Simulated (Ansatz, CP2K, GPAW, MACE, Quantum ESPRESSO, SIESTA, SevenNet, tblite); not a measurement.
# Quantum ESPRESSO on twisted graphene bilayer, 46.83° (76 atoms): settings compared

How far do other settings of Quantum ESPRESSO move the forces in twisted graphene bilayer, 46.83° (76 atoms)? One run of the same program serves as the yardstick.

Method: the method is named at each step, in Quantum ESPRESSO 7.5.

### 1. The structure

The cell holds 76 atoms: 76 C. Its edges and angles: a = 10.723 Å, b = 10.723 Å, c = 15.530 Å, α = 90.0°, β = 90.0°, γ = 120.0°. It derives from C (graphene). Graphene (a = 2.46 Å) under graphene (a = 2.46 Å), bilayer, commensurate cell of 19 unit cells a layer, twist 46.83 deg; facing planes 3.53 Å apart as built; 12 Å of vacuum; minimised with a classical potential. Then every atom was moved at random, 0.05 Å r.m.s. a Cartesian component. Regions: layer 1, 38 atoms (38 C); layer 2, 38 atoms (38 C). Vacuum lies along c.

The yardstick, on the same geometry:

```
method                 : Kohn-Sham DFT, PBE, SSSP efficiency 1.3.0 pseudopotentials, plane waves (Quantum ESPRESSO 7.5); sssp-pbe-1.3.0-efficiency, cutoffs 45/360 Ry, Γ point
r.m.s. force component : 2.982 eV/Å
longest force          : 12.83 eV/Å
time                   : 98 s on 4 MPI ranks of Arm Neoverse V2, shared host
CPU time               : 6.5 min
```

### 2. PBE, dojo-0.4.1-standard, 80/320 Ry

Method: Kohn-Sham DFT, PBE, PseudoDojo 0.4.1 standard norm-conserving pseudopotentials, plane waves.

File pw.in:

```
&control
  calculation = 'scf'
  pseudo_dir = './pseudo'
  outdir = './tmp'
  disk_io = 'none'
  tprnfor = .true.
/
&system
  ibrav = 0
  nat = 76
  ntyp = 1
  ecutwfc = 80
  ecutrho = 320
  nosym = .true.
  occupations = 'smearing'
  smearing = 'fd'
  degauss = 0.003675
/
&electrons
  conv_thr = 3.8e-07
  electron_maxstep = 100
  mixing_beta = 0.2
  mixing_mode = 'local-TF'
  diagonalization = 'david'
/
ATOMIC_SPECIES
C 12.011 C.upf
CELL_PARAMETERS angstrom
10.72290 0.00000 0.00000
-5.36145 9.28630 0.00000
0.00000 0.00000 15.53000
ATOMIC_POSITIONS crystal
C 0.17339 0.76857 0.38610
C 0.19758 0.65484 0.39017
C 0.27697 0.03810 0.39085
C 0.30194 0.92077 0.39356
C 0.11757 0.13445 0.39171
C 0.13551 0.00944 0.38847
C 0.22345 0.40253 0.39453
C 0.24994 0.28070 0.39331
C 0.33490 0.67340 0.39073
C 0.34965 0.54205 0.39304
C 0.43229 0.92271 0.38907
C 0.45152 0.81758 0.39009
C 0.39253 0.29861 0.39193
C 0.40412 0.17639 0.39271
C 0.49566 0.56873 0.38862
C 0.51093 0.45280 0.38494
C 0.59524 0.82940 0.39071
C 0.61303 0.69644 0.39058
C 0.70738 0.08653 0.38737
C 0.71687 0.96370 0.39224
C 0.53845 0.19337 0.38704
C 0.56491 0.08178 0.38495
C 0.65007 0.45346 0.38964
C 0.66472 0.32439 0.38901
C 0.76376 0.72705 0.39021
C 0.76921 0.58765 0.38832
C 0.84787 0.97525 0.38982
C 0.88059 0.86466 0.39495
C 0.80732 0.35263 0.38538
C 0.82975 0.23253 0.39383
C 0.91176 0.62198 0.39084
C 0.92342 0.48605 0.39380
C 0.01722 0.87553 0.39176
C 0.03044 0.75011 0.39170
C 0.96161 0.24404 0.39156
C 0.97491 0.11581 0.39379
C 0.07552 0.50685 0.39202
C 0.08977 0.38447 0.38801
C 0.74959 0.03721 0.60628
C 0.76456 0.17352 0.61297
C 0.80179 0.45315 0.61094
C 0.83001 0.60129 0.61305
C 0.65215 0.19269 0.61174
C 0.66465 0.32311 0.61053
C 0.48886 0.93068 0.60450
C 0.50773 0.06678 0.61118
C 0.69599 0.61637 0.60949
C 0.72319 0.75117 0.61016
C 0.55128 0.34857 0.61082
C 0.56221 0.49450 0.60859
C 0.38312 0.08277 0.61294
C 0.40540 0.22643 0.61124
C 0.59314 0.77465 0.61249
C 0.61439 0.92291 0.61277
C 0.44045 0.50953 0.61060
C 0.45599 0.65197 0.60752
[... 16 atom lines left out ...]
C 0.91000 0.28963 0.60950
C 0.93335 0.43331 0.61106
C 0.96007 0.71749 0.60870
C 0.98437 0.85737 0.60804
K_POINTS gamma
```

Launch:

```
$ OMP_NUM_THREADS=1 mpirun -np 4 pw.x -in pw.in > output.txt
```

The program printed:

```text
Program PWSCF
     gamma-point specific algorithms are used
     one sub-group per band group will be used
     scalapack distributed-memory algorithm (size of sub-group:  2*  2 procs)
     Parallelization info
     sticks:   dense  smooth     PW     G-vecs:    dense   smooth      PW
     Min        2261    2261    562               252202   252202   31513
     Max        2266    2266    567               252203   252203   31516
     Sum        9055    9055   2257              1008809  1008809  126059
     bravais-lattice index     =            0
     lattice parameter (alat)  =      20.2633  a.u.
     unit-cell volume          =   10435.7345 (a.u.)^3
     number of atoms/cell      =           76
     number of atomic types    =            1
     number of electrons       =       304.00
     number of Kohn-Sham states=          182
     kinetic-energy cutoff     =      80.0000  Ry
     charge density cutoff     =     320.0000  Ry
     scf convergence threshold =      3.8E-07
     mixing beta               =       0.2000
     number of iterations used =            8  local-TF  mixing
     Exchange-correlation= PBE
                           (   1   4   3   4   0   0   0)
     crystal axes: (cart. coord. in units of alat)
               a(1) = (   1.000000   0.000000   0.000000 )
               a(2) = (  -0.500000   0.866025   0.000000 )
               a(3) = (   0.000000   0.000000   1.448302 )
     reciprocal axes: (cart. coord. in units 2 pi/alat)
               b(1) = (  1.000000  0.577351 -0.000000 )
               b(2) = (  0.000000  1.154701  0.000000 )
               b(3) = (  0.000000 -0.000000  0.690464 )
     PseudoPot. # 1 for C :
     Pseudo is Norm-conserving + core correction, Zval =  4.0
     atomic species   valence    mass     pseudopotential
     C                 4.00    12.01100     C ( 1.00)
     No symmetry found
   Cartesian axes
     number of k points=     1  Fermi-Dirac smearing, width (Ry)=  0.0037
                       cart. coord. in units 2pi/alat
        k(    1) = (   0.0000000   0.0000000   0.0000000), wk =   2.0000000
     Dense  grid:   504405 G-vectors     FFT dimensions: ( 120, 120, 180)
     Initial potential from superposition of free atoms
     starting charge     303.9966, renormalised to     304.0000
     negative rho (up, down):  2.010E-04 0.000E+00
     Starting wfcs are  304 randomized atomic wfcs
     Self-consistent Calculation
     iteration #  1     ecut=    80.00 Ry     beta= 0.20
     negative rho (up, down):  1.648E-08 0.000E+00
     total energy              =    -917.30021913 Ry
     estimated scf accuracy    <       6.93570283 Ry
     iteration #  2     ecut=    80.00 Ry     beta= 0.20
     negative rho (up, down):  3.437E-03 0.000E+00
     total energy              =    -913.88870773 Ry
     estimated scf accuracy    <       5.66554258 Ry
     iteration #  3     ecut=    80.00 Ry     beta= 0.20
     total energy              =    -915.00930842 Ry
     estimated scf accuracy    <       1.29497387 Ry
     iteration #  4     ecut=    80.00 Ry     beta= 0.20
     total energy              =    -915.22163332 Ry
     estimated scf accuracy    <       1.22185532 Ry
     iteration #  5     ecut=    80.00 Ry     beta= 0.20
     total energy              =    -915.03869766 Ry
     estimated scf accuracy    <       0.65614649 Ry
     iteration #  6     ecut=    80.00 Ry     beta= 0.20
     total energy              =    -915.01998342 Ry
     estimated scf accuracy    <       0.25375979 Ry
[...]
negative rho (up, down):  6.860E-03 0.000E+00
[...]
negative rho (up, down):  3.022E-03 0.000E+00
[...]
negative rho (up, down):  1.782E-03 0.000E+00
[...]
negative rho (up, down):  2.305E-04 0.000E+00
     total energy              =    -914.95865916 Ry
[...]
iteration # 20     ecut=    80.00 Ry     beta= 0.20
     negative rho (up, down):  2.310E-04 0.000E+00
     total energy              =    -914.95865414 Ry
     estimated scf accuracy    <       0.00001214 Ry
     iteration # 21     ecut=    80.00 Ry     beta= 0.20
     negative rho (up, down):  1.522E-04 0.000E+00
     total energy              =    -914.95865698 Ry
     estimated scf accuracy    <       0.00000146 Ry
     iteration # 22     ecut=    80.00 Ry     beta= 0.20
     End of self-consistent calculation
          k = 0.0000 0.0000 0.0000 ( 63030 PWs)   bands (ev):
   -19.0996 -18.9722 -18.1463 -18.0323 -17.9875 -17.9049 -17.8794 -17.8069
   -17.7427 -17.7177 -17.6825 -17.6046 -17.5634 -17.5425 -15.8727 -15.7596
   -15.6430 -15.5278 -15.4840 -15.3834 -15.3021 -15.2719 -15.2299 -15.2155
   -15.1247 -14.8564 -14.5550 -14.5438 -14.3231 -14.3047 -14.2440 -14.1984
   -14.1195 -14.0681 -13.9469 -13.8871 -13.8815 -13.7432 -11.3499 -11.2889
   -11.2537 -11.0996 -11.0183 -11.0033 -10.9402 -10.9250 -10.8909 -10.8330
[...]
2.3554   2.3863   2.5346   2.5611   2.6464   2.7293   2.7384   2.8265
     2.8734   3.0363   3.0863   3.1772   3.5432   3.6399   3.6413   3.7734
     3.8036   3.9142   3.9602   4.0489   4.1373   4.2027   4.3878   4.4191
     4.5471   4.5985   5.5901   5.6288   5.6481   5.6593
     the Fermi energy is     0.5246 ev
!    total energy              =    -914.95865719 Ry
     estimated scf accuracy    <       0.00000012 Ry
     smearing contrib. (-TS)   =      -0.00000000 Ry
     internal energy E=F+TS    =    -914.95865719 Ry
     The total energy is F=E-TS. E is the sum of the following terms:
     one-electron contribution =   -6086.34265970 Ry
     hartree contribution      =    3126.28933490 Ry
     xc contribution           =    -326.68560080 Ry
     ewald contribution        =    2371.78026841 Ry
     convergence has been achieved in  22 iterations
     Forces acting on atoms (cartesian axes, Ry/au):
     atom    1 type  1   force =    -0.04944363    0.14343300    0.05271247
     atom    2 type  1   force =    -0.02700172   -0.12948149   -0.00604637
     atom    3 type  1   force =     0.10021862   -0.01975341    0.00692981
     atom    4 type  1   force =    -0.08245552   -0.16425019   -0.05160192
     atom    5 type  1   force =     0.02397251    0.04411253   -0.00182814
     atom    6 type  1   force =    -0.02587181    0.13937094    0.01748632
[...]
atom   74 type  1   force =    -0.14481086    0.07535863   -0.00509149
     atom   75 type  1   force =     0.19438168    0.06194694    0.00579836
     atom   76 type  1   force =    -0.06323732    0.10646673    0.04115295
     Total force =     1.751886     Total SCF correction =     0.000639
     Message from routine punch:
     Nothing written, as per user request (disk_io='none')
```

Elapsed: 3 min, on 4 MPI ranks of Arm Neoverse V2, shared host; peak memory 2.1 GiB.

Banners, paths, timers and routine set-up lines are dropped from the logs unmarked, and long logs keep their key lines alone; longer cuts are marked.

Against the reference:

* r.m.s. force component: 2.983 eV/Å
* r.m.s. difference of force components: 6.11 meV/Å
* longest difference of force vectors: 26.5 meV/Å
* force difference over r.m.s. force: 0.2049 %
* slope of forces against the reference's: 1
* correlation of force components: 1

A closer look about C23, picked at random: 10 atoms, nearest first, numbered in the order of the input, with positions taken from that point.

| atom | x | y | z | distance (Å) | bonds | Fx | Fy | Fz (eV/Å) |
| --- | --- | --- | --- | --- | --- | --- | --- | --- |
| C23 | 0.00 | 0.00 | 0.00 | 0.00 | 3 | -1.80 | -0.71 | -0.73 |
| C26 | 0.56 | 1.25 | -0.02 | 1.37 | 3 | -0.82 | 5.63 | 0.36 |
| C24 | 0.85 | -1.20 | -0.01 | 1.47 | 3 | -2.38 | 4.40 | -0.53 |
| C16 | -1.49 | -0.01 | -0.07 | 1.49 | 3 | 4.93 | -7.25 | 1.02 |
| C13 | -1.93 | -1.44 | 0.04 | 2.41 | 3 | -3.60 | 3.36 | -0.46 |
| C29 | 2.23 | -0.94 | -0.07 | 2.42 | 3 | -0.09 | -2.70 | 1.32 |
| C21 | 0.20 | -2.42 | -0.04 | 2.42 | 3 | 2.96 | -0.24 | 0.19 |
| C31 | 1.90 | 1.56 | 0.02 | 2.46 | 3 | 1.77 | -7.58 | 0.23 |
| C15 | -2.27 | 1.07 | -0.02 | 2.51 | 3 | -3.56 | -2.95 | 0.10 |
| C25 | -0.25 | 2.54 | 0.01 | 2.55 | 3 | -2.72 | -5.36 | 0.05 |

Forces lie 0.20 % from the reference's, at 1.8 times its CPU time.

### 3. PBE, sssp-1.3.0-efficiency, 30/240 Ry

Method: Kohn-Sham DFT, PBE, SSSP efficiency 1.3.0 pseudopotentials, plane waves.

The pseudopotential files are exchanged too: ./pseudo now holds the set sssp-pbe-1.3.0-efficiency.

pw.in: that of step 2 with these lines changed.

```diff
@@ -11,4 +11,4 @@
   ntyp = 1
-  ecutwfc = 80
-  ecutrho = 320
+  ecutwfc = 30
+  ecutrho = 240
   nosym = .true.
```

Launch:

```
$ OMP_NUM_THREADS=1 mpirun -np 2 pw.x -in pw.in > output.txt
```

The program printed:

```text
[banner, memory and clock lines left out]
Program PWSCF
     gamma-point specific algorithms are used
[... lines left out ...]
     total energy              =   -1403.03747346 Ry
[... lines left out ...]
     total energy              =   -1399.50607759 Ry
[... lines left out ...]
     total energy              =   -1400.63186997 Ry
[... lines left out ...]
     total energy              =   -1400.44885060 Ry
[... lines left out ...]
     total energy              =   -1400.44885255 Ry
[... lines left out ...]
     the Fermi energy is     1.1116 ev
!    total energy              =   -1400.44885628 Ry
[... lines left out ...]
     The total energy is F=E-TS. E is the sum of the following terms:
     one-electron contribution =   -6076.47176345 Ry
     hartree contribution      =    3126.03078284 Ry
     xc contribution           =    -352.96775277 Ry
     ewald contribution        =    2371.78026587 Ry
     one-center paw contrib.   =    -468.82038876 Ry
     convergence has been achieved in  19 iterations
     negative rho (up, down):  9.909E-03 0.000E+00
     Forces acting on atoms (cartesian axes, Ry/au):
     atom    1 type  1   force =    -0.05090591    0.14390634    0.05234778
     atom    2 type  1   force =    -0.02664127   -0.13040863   -0.00600336
     atom    3 type  1   force =     0.10097571   -0.01883895    0.00679007
[...]
atom   75 type  1   force =     0.19582973    0.06411930    0.00572286
     atom   76 type  1   force =    -0.06399479    0.10734478    0.04106242
     Total force =     1.765258     Total SCF correction =     0.000714
     Message from routine punch:
     Nothing written, as per user request (disk_io='none')
```

Wall time 1.8 min (2 MPI ranks); peak memory 1.7 GiB; 3.5 min of CPU time.

Compared with the plane-wave run:

| Property | Result |
| --- | --- |
| r.m.s. force component | 3.006 eV/Å |
| r.m.s. difference of force components | 36.98 meV/Å |
| longest difference of force vectors | 235.8 meV/Å |
| force difference over r.m.s. force | 1.24 % |
| slope of forces against the reference's | 1.008 |
| correlation of force components | 1 |
| energy less the same-level run's | 103.6 meV/atom |
| r.m.s. force difference from the same-level run | 36.98 meV/Å |

This is a coarse setting, run to see what it loses.

Against the first run (0.20 %), the force difference from the reference is 1.2 %, at 0.29 times the CPU time (on 2 against 4 cores).

### 4. The ladder

Differences are against the plane-wave reference, forces as r.m.s. over components; share is that over the reference's r.m.s. force, slope the least-squares factor from reference forces to these. Total energies of different programs have different zeros and aren't compared.

| run | Δ force, r.m.s. (meV/Å) | share (%) | slope | cores | CPU time | memory (GiB) |
| --- | --- | --- | --- | --- | --- | --- |
| reference | - | - | - | 4 | 6.5 min | 3.3 |
| QE PBE, dojo-0.4.1-standard, 80/320 Ry | 6.11 | 0.205 | 1.000 | 4 | 12 min | 2.1 |
| QE PBE, sssp-1.3.0-efficiency, 30/240 Ry (coarse) | 37.0 | 1.24 | 1.008 | 2 | 3.5 min | 1.7 |

Rows marked coarse were listed beforehand as settings not expected to be converged; some can still land near the reference.

CPU time is summed over cores on a shared host, where runs went side by side, so it is rough. Symmetry, cutoffs, thresholds, outputs and thread counts weren't matched or tuned between programs; memory under MPI is the largest rank's times the ranks.

Within one program, basis, potentials and functional, energies share a zero. Each run against its twin at the usual cutoff or grid and solver:

| run | twin | Δ energy (meV/atom) | Δ force, r.m.s. (meV/Å) | CPU time over the twin's |
| --- | --- | --- | --- | --- |
| QE PBE, sssp-1.3.0-efficiency, 30/240 Ry | sssp-1.3.0-efficiency, 45/360 Ry | 104 | 37.0 | 0.54 (this twin ran on 4 cores) |

### 5. Results

```json
{
 "nearest in forces": "QE PBE, dojo-0.4.1-standard, 80/320 Ry, 0.20 %",
 "its CPU time": "12 min"
}
```

In words: PBE on plane waves or a grid with other potentials, cutoffs or grids, coarse settings apart, differs from the reference by 0.20 % (QE PBE, dojo-0.4.1-standard, 80/320 Ry) of the r.m.s. force; this holds the reference's own error, so differences of a few per cent don't tell which side is nearer the exact PBE result. Runs with settings chosen to be coarse differ by 1.2 % (QE PBE, sssp-1.3.0-efficiency, 30/240 Ry). None of the electronic-structure runs in the table takes under half the reference's CPU time of 6.5 min; they take 0.54 to 1.8 times as much. The reference's PBE has no dispersion term, which matters for the binding between molecules or layers. One k-point is far too coarse for the carbon or group-IV sheet, and it can put spurious forces of up to about 1 eV/Å on the sheet's atoms. The electronic-structure runs sample only Γ, in a cell whose shortest periodic width is 9 Å.

[Also dropped from logs without a mark: logging warnings of Python, and SIESTA's first energy breakdown and zero terms.]

[Logs are printed without paths, hosts, clocks, repeated set-up lines and the standing remarks that a program may print on its own settings, such as how far it seeks lower states.]

[Hosts, paths, dates, database ids (printed as entryN), source tags and the programs' standing remarks are cut or masked in the printed files.]
